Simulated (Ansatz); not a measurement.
# NaHI2: relaxing a made-up structure

This structure for NaHI2 is made up. Its elements were placed in a known structure type with a cell scaled to their sizes. What cell does the guess relax to, and how far off was it?

Main program and level: Ansatz 0.2.0; DFT, PBE, plane-wave PAW, files of the set soft_1, scalar-relativistic, no spin, cell and ions relaxed at zero pressure; PAW set soft_1, in the first sound run; inputs show where later runs differ.

## 1. The starting structure

It takes space group C2 (No. 5, monoclinic). Conventional cell: a = 6.958 Å, b = 7.862 Å, c = 4.463 Å, α = 90.00°, β = 98.21°, γ = 90.00°. Nearest to I lie 1 H at 1.58 Å and 1 I at 3.14 Å and 3 Na at 3.14 to 3.43 Å. Nearest to Na lie 6 I at 3.14 to 3.43 Å. Nearest to H lie 2 I at 1.58 Å. Farther neighbours and most contacts between anions are not listed.

## 2. Relaxing cell and atoms

The guess takes its coordinates from another compound and its volume from a rule, so the cell and any free coordinates are relaxed together.

The input, input.yaml:

```yaml
crystal:
  lattice:
    - [3.479, -3.931, 0.0]
    - [3.479, 3.931, 0.0]
    - [-0.637323898, 0.0, 4.417260152]
  atoms:
    - { symbol: I, position: [0.7127, 0.8745, 0.1028] }
    - { symbol: I, position: [0.1255, 0.2873, 0.8972] }
    - { symbol: Na, position: [0.2617, 0.7383, 0.5] }
    - { symbol: H, position: [0.8992, 0.1008, 0.0] }
kpoints:
  mp_grid: { grid: [5, 5, 6] }
scf:
  occupations: { method: fermi_dirac, width: 0.05 }
hamiltonian:
  xc: pbe
  pseudopotentials: { kind: paw, azcp: { folder: soft_1 } }
relax:
  f_tol: 0.015
  max_steps: 70
  cell: {}
output:
  forces: true
  stress: true
```

The run is started by

```
$ ansatz run input.yaml --threads 4 --pin off --max-ram 8192MiB --backend cpu --events-out ev --progress --plain --runs-dir out
```

Numbers of over 12 decimals in the logs are rounded to 6 here.

The program printed:

```text
Engine: ansatz 0.2.0, aarch64-unknown-linux-gnu
Pseudopotentials: kind: paw
Pseudopotential: I, paw, valence charge 17, recommended cutoff 420 eV (normal), soft_1/I.paw.azcp
Pseudopotential: Na, paw, valence charge 9, recommended cutoff 420 eV (normal), soft_1/Na.paw.azcp
Pseudopotential: H, paw, valence charge 1, recommended cutoff 420 eV (normal), soft_1/H.paw.azcp
Functional definition: PBE
  parameter kappa = 0.804
  parameter beta = 0.066725
  exchange = pbe_x(kappa = kappa, mu = beta*pi^2/3)
  correlation = pbe_c(beta = beta)
Crystal: 4 atoms, lattice volume = 120.820 Å³
Basis set: ecut = 420 eV, 2349 PW (Γ), exchange–correlation on 72×72×60 points (8 copies of the dense FFT grid, shifted against one another)
Bands: 27, of which v1, the nominal top of the filled ones, is band 22 counted from 1 (21 counted from 0)
Symmetry: 2 space group operations
Space group: C2 (ITA 5), of the structure as read, at distance tolerance 4.9e-5 Å
k-points: 48 of 150 (time reversal used)
Non-local potential: I, projectors of the file, l = 0: 2, l = 1: 2, l = 2: 2, l = 3: 1
Non-local potential: Na, projectors of the file, l = 0: 3, l = 1: 2, l = 2: 1
Non-local potential: H, projectors of the file, l = 0: 2, l = 1: 1
PAW form: soft (Blöchl's): semilocal exchange-correlation on the pseudo side does not see the compensation charge
PAW one-centre angular grid: I, 590 points (default); XC on 64 Gauss nodes
PAW one-centre angular grid: Na, 110 points (default); XC on 64 Gauss nodes
PAW one-centre angular grid: H, 110 points (default); XC on 64 Gauss nodes
Initial density: superposition of atomic densities (chi_scale 0.1, normalization cell, long waves kept (reshape's long-wave potential 0.01 eV rms))
Initial wavefunctions: pseudopotential atomic-orbital guess
Functional: x = pbe(κ = 0.804, μ = 0.219515), c = pbe(β = 0.066725)
SCF iter   1: F=—  HF=-16529.970997 eV  |F-HF|=—  |Δ(HF+E_count)|=         —  Δρ=4.99e-2  dr2=2.71e0  ethr=3.10e-3  ⟨swp⟩=8.2  Hψ=6753  notcnv=0
preconditioner: auto → Resta (q_TF=auto, 2.306 Å⁻¹)  ε∞=2.8  [insulator: Δε(μ)=1.947 eV  Ē_g=10.014 eV  σ=0.050 eV  W_gap=1.00  n_scr=24 (ndim 8)  ℏωp=13.5 eV  f_vac=0.107  D(μ)=0.00/eV (n_scr^D=0)  ε∞_Penn≈2.8]
SCF iter   2: F=—  HF=-16528.904524 eV  |F-HF|=—  |Δ(HF+E_count)|=    1.07e0  Δρ=1.84e-2  dr2=5.44e-1  ethr=3.10e-3  ⟨swp⟩=3.0  Hψ=3126  notcnv=0  defer=46
SCF iter   3: F=—  HF=-16528.698205 eV  |F-HF|=—  |Δ(HF+E_count)|=   2.06e-1  Δρ=4.52e-3  dr2=4.75e-2  ethr=1.24e-3  ⟨swp⟩=3.4  Hψ=2185  notcnv=0  defer=46
SCF iter   4: F=—  HF=-16528.685253 eV  |F-HF|=—  |Δ(HF+E_count)|=   1.30e-2  Δρ=1.03e-3  dr2=2.19e-3  ethr=1.08e-4  ⟨swp⟩=3.1  Hψ=2032  notcnv=0  defer=46
SCF iter   5: F=—  HF=-16528.686116 eV  |F-HF|=—  |Δ(HF+E_count)|=   8.63e-4  Δρ=3.88e-4  dr2=2.04e-4  ethr=4.98e-6  ⟨swp⟩=2.0  Hψ=1795  notcnv=0  defer=46
SCF iter   6: F=—  HF=-16528.686278 eV  |F-HF|=—  |Δ(HF+E_count)|=   1.61e-4  Δρ=9.79e-5  dr2=1.80e-5  ethr=4.64e-7  ⟨swp⟩=2.0  Hψ=2306  notcnv=0  defer=46
SCF iter   7: F=—  HF=-16528.686329 eV  |F-HF|=—  |Δ(HF+E_count)|=   5.12e-5  Δρ=2.33e-5  dr2=1.62e-6  ethr=4.09e-8  ⟨swp⟩=2.0  Hψ=1647  notcnv=0  defer=46
SCF iter   8: F=—  HF=-16528.686334 eV  |F-HF|=—  |Δ(HF+E_count)|=   5.28e-6  Δρ=7.67e-6  dr2=1.05e-7  ethr=3.68e-9  ⟨swp⟩=2.0  Hψ=1634  notcnv=0  defer=46
SCF iter   9: F=-16528.686334 eV  HF=-16528.686334 eV  |F-HF|=8.23e-9  |Δ(HF+E_count)|=   2.91e-7  Δρ=2.91e-6  dr2=1.35e-8  ethr=2.27e-10  ⟨swp⟩=5.0  Hψ=4884  notcnv=0
SCF 1 converged in 9 iterations: F = -16528.686334 eV  dr2 = 1.35e-8
  greatest PAW one-centre occupation: 0.999 electrons in one spin orbital (limit 2), on the Na atom at site 2 (counted from 0), in its partial waves of l = 0
relax step   1: F+E_penalty+E_count = -16528.68633437 eV  Δ(F+E_penalty+E_count) = +0.000e0 eV  max|allowed force component| = 6.372e0 eV/Å  Δτ_max = 0.0000 Å  P = +10.322 GPa  Ω = 120.820 Å³  (9 SCF iters, dr2 threshold 1.00e-7 eV, accepted)
Crystal: 4 atoms, lattice volume = 124.870 Å³
Basis set: ecut = 420 eV, 2431 PW (Γ), exchange–correlation on 72×72×60 points (8 copies of the dense FFT grid, shifted against one another)
Initial density: handed on by an earlier stage of this run
Initial wavefunctions: those handed on with the density
iter 1 solved again at ethr=2.06e-4 eV; its pass at ethr=3.10e-3 eV (dr2=9.04e-2 eV) is discarded
SCF iter   1: F=—  HF=-16530.357443 eV  |F-HF|=—  |Δ(HF+E_count)|=         —  Δρ=1.22e-2  dr2=8.83e-2  ethr=2.06e-4  ⟨swp⟩=1.9  Hψ=8959  notcnv=0
preconditioner: auto → Resta (q_TF=auto, 2.293 Å⁻¹)  ε∞=2.7  [insulator: Δε(μ)=3.290 eV  Ē_g=10.151 eV  σ=0.050 eV  W_gap=1.00  n_scr=24 (ndim 8)  ℏωp=13.3 eV  f_vac=0.177  D(μ)=0.00/eV (n_scr^D=0)  ε∞_Penn≈2.7]
SCF iter   2: F=—  HF=-16530.352739 eV  |F-HF|=—  |Δ(HF+E_count)|=   4.70e-3  Δρ=6.14e-3  dr2=2.45e-2  ethr=2.01e-4  ⟨swp⟩=2.4  Hψ=1637  notcnv=0
SCF iter   3: F=—  HF=-16530.353499 eV  |F-HF|=—  |Δ(HF+E_count)|=   7.60e-4  Δρ=6.86e-4  dr2=5.59e-4  ethr=5.57e-5  ⟨swp⟩=2.0  Hψ=1832  notcnv=0
SCF iter   4: F=—  HF=-16530.353845 eV  |F-HF|=—  |Δ(HF+E_count)|=   3.46e-4  Δρ=2.43e-4  dr2=7.65e-5  ethr=1.27e-6  ⟨swp⟩=2.8  Hψ=2295  notcnv=0
SCF iter   5: F=—  HF=-16530.353936 eV  |F-HF|=—  |Δ(HF+E_count)|=   9.10e-5  Δρ=5.05e-5  dr2=2.88e-6  ethr=1.74e-7  ⟨swp⟩=2.0  Hψ=1680  notcnv=0
SCF iter   6: F=-16530.353939 eV  HF=-16530.353938 eV  |F-HF|=6.81e-7  |Δ(HF+E_count)|=   2.68e-6  Δρ=1.67e-5  dr2=3.63e-7  ethr=9.09e-10  ⟨swp⟩=5.1  Hψ=5078  notcnv=0
SCF 2 converged in 6 iterations: F = -16530.353939 eV  dr2 = 3.63e-7
relax step   2: F+E_penalty+E_count = -16530.35393905 eV  Δ(F+E_penalty+E_count) = -1.668e0 eV  max|allowed force component| = 7.182e-1 eV/Å  Δτ_max = 0.1951 Å  P = +2.834 GPa  Ω = 124.870 Å³  energy of the carried Pulay correction = -6.673e-4 eV  (6 SCF iters, dr2 threshold 4.00e-7 eV, accepted)
Crystal: 4 atoms, lattice volume = 131.518 Å³
Basis set: ecut = 420 eV, 2581 PW (Γ), exchange–correlation on 72×72×60 points (8 copies of the dense FFT grid, shifted against one another)
iter 1 solved again at ethr=2.89e-5 eV; its pass at ethr=3.10e-3 eV (dr2=1.27e-2 eV) is discarded
SCF iter   1: F=—  HF=-16530.489095 eV  |F-HF|=—  |Δ(HF+E_count)|=         —  Δρ=3.27e-3  dr2=1.31e-2  ethr=2.89e-5  ⟨swp⟩=3.0  Hψ=8932  notcnv=0
preconditioner: auto → Resta (q_TF=auto, 2.273 Å⁻¹)  ε∞=2.7  [insulator: Δε(μ)=3.317 eV  Ē_g=10.015 eV  σ=0.050 eV  W_gap=1.00  n_scr=24 (ndim 8)  ℏωp=13.0 eV  f_vac=0.189  D(μ)=0.00/eV (n_scr^D=0)  ε∞_Penn≈2.7]
[...]
relax step   3: F+E_penalty+E_count = -16530.48466371 eV  Δ(F+E_penalty+E_count) = -1.307e-1 eV  max|allowed force component| = 3.040e-1 eV/Å  Δτ_max = 0.0644 Å  P = +1.134 GPa  Ω = 131.518 Å³  energy of the carried Pulay correction = -1.716e-3 eV  (6 SCF iters, dr2 threshold 4.00e-7 eV, accepted)
[... from here on, the SCF cycles and remarks between the steps are left out ...]
relax step   4: F+E_penalty+E_count = -16530.52496602 eV  Δ(F+E_penalty+E_count) = -4.030e-2 eV  max|allowed force component| = 9.355e-2 eV/Å  Δτ_max = 0.0486 Å  P = +0.203 GPa  Ω = 136.428 Å³  energy of the carried Pulay correction = -2.457e-3 eV  (6 SCF iters, dr2 threshold 4.00e-7 eV, accepted)
relax step   5: F+E_penalty+E_count = -16530.53432830 eV  Δ(F+E_penalty+E_count) = -9.362e-3 eV  max|allowed force component| = 6.812e-2 eV/Å  Δτ_max = 0.0789 Å  P = -0.117 GPa  Ω = 139.093 Å³  energy of the carried Pulay correction = -2.847e-3 eV  (6 SCF iters, dr2 threshold 4.00e-7 eV, accepted)
relax step   6: F+E_penalty+E_count = -16530.53806460 eV  Δ(F+E_penalty+E_count) = -3.736e-3 eV  max|allowed force component| = 5.707e-2 eV/Å  Δτ_max = 0.0371 Å  P = -0.105 GPa  Ω = 138.876 Å³  energy of the carried Pulay correction = -2.815e-3 eV  (5 SCF iters, dr2 threshold 2.90e-7 eV, accepted)
relax step   7: F+E_penalty+E_count = -16530.53970328 eV  Δ(F+E_penalty+E_count) = -1.639e-3 eV  max|allowed force component| = 1.635e-2 eV/Å  Δτ_max = 0.0193 Å  P = -0.038 GPa  Ω = 138.369 Å³  energy of the carried Pulay correction = -2.742e-3 eV  (5 SCF iters, dr2 threshold 2.04e-7 eV, accepted)
relax step   8: F+E_penalty+E_count = -16530.54085649 eV  Δ(F+E_penalty+E_count) = -1.153e-3 eV  max|allowed force component| = 7.401e-3 eV/Å  Δτ_max = 0.0189 Å  P = -0.053 GPa  Ω = 138.677 Å³  energy of the carried Pulay correction = -2.787e-3 eV  (6 SCF iters, dr2 threshold 2.85e-8 eV, accepted)
relax step   9: F+E_penalty+E_count = -16530.54195075 eV  Δ(F+E_penalty+E_count) = -1.094e-3 eV  max|allowed force component| = 1.612e-2 eV/Å  Δτ_max = 0.0659 Å  P = +0.064 GPa  Ω = 138.057 Å³  energy of the carried Pulay correction = -2.696e-3 eV  (7 SCF iters, dr2 threshold 4.47e-8 eV, accepted)
relax step  10: F+E_penalty+E_count = -16530.54258111 eV  Δ(F+E_penalty+E_count) = -6.304e-4 eV  max|allowed force component| = 6.452e-3 eV/Å  Δτ_max = 0.0103 Å  P = -0.006 GPa  Ω = 138.897 Å³  energy of the carried Pulay correction = -2.818e-3 eV  (5 SCF iters, dr2 threshold 4.27e-8 eV, accepted)
relax step  11: F+E_penalty+E_count = -16530.54268562 eV  Δ(F+E_penalty+E_count) = -1.045e-4 eV  max|allowed force component| = 1.775e-3 eV/Å  Δτ_max = 0.0073 Å  P = -0.002 GPa  Ω = 138.640 Å³  energy of the carried Pulay correction = -2.781e-3 eV  (8 SCF iters, accepted)
relax step  12: F+E_penalty+E_count = -16530.54736312 eV  Δ(F+E_penalty+E_count) = -4.677e-3 eV  max|allowed force component| = 2.028e-3 eV/Å  Δτ_max = 0.0000 Å  P = +0.038 GPa  Ω = 138.640 Å³  stress off target by 8.64e-2 GPa  SCF on the basis re-selected at this cell (its energy is not comparable with the rows above)  (10 SCF iters)
relax step  13: F+E_penalty+E_count = -16530.54767672 eV  Δ(F+E_penalty+E_count) = -3.136e-4 eV  max|allowed force component| = 4.192e-3 eV/Å  Δτ_max = 0.0171 Å  P = +0.011 GPa  Ω = 139.290 Å³  energy of the carried Pulay correction = -7.901e-5 eV  (6 SCF iters, dr2 threshold 1.87e-8 eV, accepted)
relax step  14: F+E_penalty+E_count = -16530.54767839 eV  Δ(F+E_penalty+E_count) = -1.668e-6 eV  max|allowed force component| = 5.490e-3 eV/Å  Δτ_max = 0.0100 Å  P = +0.014 GPa  Ω = 139.627 Å³  energy of the carried Pulay correction = -1.192e-4 eV  (8 SCF iters, accepted)
iter 1 solved again at ethr=1.88e-6 eV; its pass at ethr=3.10e-3 eV (dr2=8.26e-4 eV) is discarded
SCF iter   1: F=—  HF=-16530.545594 eV  |F-HF|=—  |Δ(HF+E_count)|=         —  Δρ=1.41e-4  dr2=7.20e-7  ethr=1.88e-6  ⟨swp⟩=3.0  Hψ=9441  notcnv=0
eigensolver tolerance schedule: the retry pair's looser diagonalisation over-reported the residual by 1145.98 of it (diagonalisation noise at 2.27 of the residual, at the tolerance the schedule requests for it); recorded, not acted on — ethr = c·dr2/N_el stays at c = 1.0e-1
preconditioner: auto → Resta (q_TF=auto, 2.251 Å⁻¹)  ε∞=2.6  [insulator: Δε(μ)=3.059 eV  Ē_g=9.790 eV  σ=0.050 eV  W_gap=1.00  n_scr=24 (ndim 8)  ℏωp=12.6 eV  f_vac=0.210  D(μ)=0.00/eV (n_scr^D=0)  ε∞_Penn≈2.6]
SCF iter   2: F=—  HF=-16530.547214 eV  |F-HF|=—  |Δ(HF+E_count)|=   1.62e-3  Δρ=7.10e-5  dr2=1.65e-7  ethr=1.64e-9  ⟨swp⟩=3.0  Hψ=2804  notcnv=0
SCF iter   3: F=—  HF=-16530.547780 eV  |F-HF|=—  |Δ(HF+E_count)|=   5.67e-4  Δρ=1.43e-5  dr2=1.47e-8  ethr=3.76e-10  ⟨swp⟩=2.0  Hψ=2352  notcnv=0
SCF iter   4: F=—  HF=-16530.547803 eV  |F-HF|=—  |Δ(HF+E_count)|=   2.25e-5  Δρ=1.81e-6  dr2=9.87e-10  ethr=3.34e-11  ⟨swp⟩=2.0  Hψ=2352  notcnv=0
SCF iter   5: F=—  HF=-16530.547803 eV  |F-HF|=—  |Δ(HF+E_count)|=   3.14e-7  Δρ=2.29e-7  dr2=1.18e-10  ethr=2.24e-12  ⟨swp⟩=2.0  Hψ=2352  notcnv=0
SCF iter   6: F=-16530.547803 eV  HF=-16530.547803 eV  |F-HF|=1.82e-11  |Δ(HF+E_count)|=  4.95e-10  Δρ=1.02e-7  dr2=1.15e-11  ethr=1.00e-12  ⟨swp⟩=5.0  Hψ=4281  notcnv=0
SCF 15 converged in 6 iterations: F = -16530.547803 eV  dr2 = 1.15e-11
relax step  15: F+E_penalty+E_count = -16530.54780318 eV  Δ(F+E_penalty+E_count) = -1.248e-4 eV  max|allowed force component| = 5.503e-3 eV/Å  Δτ_max = 0.0000 Å  P = +0.013 GPa  Ω = 139.627 Å³  stress off target by 3.01e-2 GPa  SCF on the basis re-selected at this cell (its energy is not comparable with the rows above)  (6 SCF iters)
basis re-selected at this cell: Δ(F+E_penalty+E_count) = -1.248e-4 eV, ΔP = -0.000 GPa vs the last step (what re-selecting the basis moved, of the pressure what is left beyond the Pulay correction that the steps carried, after the strain that the cell walked since its last selection, with what the two solves' SCF thresholds leave and, on support functions, any second-order correction that the steps lacked; it is no m [...]
SCF converged after 6 iterations
Free energy (F): -16530.547803 eV
Harris-Foulkes:  -16530.547803 eV  (|F-HF|=1.82e-11)
Internal energy: -16530.547803 eV  (E = F + TS)
E sigma→0 (E₀):  -16530.547803 eV
Fermi energy:    3.705117 eV
--- Per-component energies (eV) ---
  E_band       = -1087.799005
  E_kinetic    = 442.893824
  E_local      = -6502.060373  (includes V_loc(G=0)·N_el)
  E_nonlocal   = 509.873607
  E_hartree    = 2749.543546
  E_xc         = -260.911571
  E_vxc        = -280.028868  (∫ρ·V_xc dr)
  E_paw        = -9861.806402  (= ΣΔE_a)
  E_vpaw       = -757.558582  (= ΣTr[D̂ρ^β])
  E_aug_tail   = -0.005621  (compensation charges beyond the density's cutoff)
  E_ewald      = -3608.074814
  E_smearing   = -0.000000  (= −TS)
  E_closure    = 0.000000  (closes the sum)
  Σ components = -16530.547803   (vs F -16530.547803, Δ=0.00e0)
--- Forces (eV/Å), atoms counted from 1 ---
  atom   1  I     -0.00550309     0.00014565     0.00227577
  atom   2  I      0.00550309     0.00014565    -0.00227577
  atom   3  Na    -0.00000000     0.00156066     0.00000000
  atom   4  H      0.00000000    -0.00185182    -0.00000000
  max |Σ_I F_I| component: 1.37e-7 eV/Å
--- Stress (GPa, compression-positive) ---
        0.027444       0.000000      -0.007195
        0.000000       0.002076      -0.000000
       -0.007195      -0.000000       0.010453
  P = ⅓ Tr σ = 0.0133 GPa (0.133 kbar)
--- Relaxed structure (13 steps of the walk, 13 accepted, 2 SCFs on fresh bases) ---
  F+E_penalty+E_count = -16530.54780318 eV   max|allowed force component| = 5.503e-3 eV/Å   (the final SCF, on the basis selected at the relaxed cell)
  cell:  # Å, volume = 139.6275 Å³
    - [3.786795, -4.275042, -0.267425]
    - [3.786795, 4.275042, -0.267425]
    - [-1.033257, 7.06010523202194e-18, 4.385464]
  atoms:
    - { symbol: I, position: [0.697293, 0.841336, 0.090628] }
    - { symbol: I, position: [0.158664, 0.302707, 0.909372] }
    - { symbol: Na, position: [0.238004, 0.761996, 0.5] }
    - { symbol: H, position: [0.905139, 0.094861, 1.3877787807814457e-17] }
```

Elapsed: 89 s, on 4 threads of Arm Neoverse N1, shared host; peak memory 0.48 GiB; 5.7 min of CPU time.

Step by step:

| step | energy less that of the first step (eV) | largest force component (eV/Å) | pressure (GPa) | volume (Å³) |
| --- | --- | --- | --- | --- |
| 1 | 0.0000 | 6.3715 | 10.32 | 120.82 |
| 2 | -1.6676 | 0.7182 | 2.83 | 124.87 |
| 3 | -1.7983 | 0.3040 | 1.13 | 131.52 |
| 4 | -1.8386 | 0.0935 | 0.20 | 136.43 |
| 5 | -1.8480 | 0.0681 | -0.12 | 139.09 |
| 6 | -1.8517 | 0.0571 | -0.10 | 138.88 |
| 7 | -1.8534 | 0.0164 | -0.04 | 138.37 |
| 8 | -1.8545 | 0.0074 | -0.05 | 138.68 |
| 9 | -1.8556 | 0.0161 | 0.06 | 138.06 |
| 10 | -1.8562 | 0.0065 | -0.01 | 138.90 |
| 11 | -1.8564 | 0.0018 | 0.00 | 138.64 |
| 12* | -1.8610 | 0.0020 | 0.04 | 138.64 |
| 13 | -1.8613 | 0.0042 | 0.01 | 139.29 |
| 14 | -1.8613 | 0.0055 | 0.01 | 139.63 |
| 15* | -1.8615 | 0.0055 | 0.01 | 139.63 |

Relaxation steps marked * repeat the geometry before them on a plane-wave basis chosen anew for their cell, so energy and pressure can jump there.

Forces are held to the 2 operations that the run works with; a distortion that breaks them can't arise in this run.

| cell as run | before | after | change |
| --- | --- | --- | --- |
| a (Å) | 5.249 | 5.717 | +8.9 % |
| b (Å) | 5.249 | 5.717 | +8.9 % |
| c (Å) | 4.463 | 4.506 | +1.0 % |
| α (°) | 95.43 | 101.39 | +6.2 % |
| β (°) | 95.43 | 101.39 | +6.2 % |
| γ (°) | 96.98 | 96.79 | -0.2 % |
| volume (Å³/atom) | 30.21 | 34.91 | +15.6 % |

The atoms that moved most (Å, as changes of fractional coordinates times the final cell):

| atom | dx | dy | dz | length |
| --- | --- | --- | --- | --- |
| Na3 | 0.000 | 0.203 | 0.000 | 0.203 |
| I1 | -0.171 | -0.076 | -0.040 | 0.192 |
| I2 | 0.171 | -0.076 | 0.040 | 0.192 |
| H4 | 0.000 | -0.051 | 0.000 | 0.051 |

Numbers from this step:

```
free energy         : -16530.5478 eV
Fermi energy        : 3.705 eV
gap by band count   : 3.058 eV
electrons           : 44
symmetry operations : 2
pressure            : 0.01332 GPa
```

Shortest distances by pair of elements, guess and relaxed (not always the same contact):

| pair | guess (Å) | relaxed (Å) |
| --- | --- | --- |
| H–I | 1.577 | 1.923 |
| I–Na | 3.143 | 3.266 |
| H–Na | 3.620 | 3.630 |
| I–I | 3.138 | 3.826 |
| Na–Na | 4.463 | 4.506 |

The relaxation ends with a largest force component of 0.0055 eV/Å and a pressure of 0.01 GPa.

(Part 1 of 2 ends here.)

[Logs are printed without paths, hosts, clocks, repeated set-up lines and the standing remarks that a program may print on its own settings, such as how far it seeks lower states.]

[Hosts, paths, dates, database ids (printed as entryN), source tags and the programs' standing remarks are cut or masked in the printed files.]
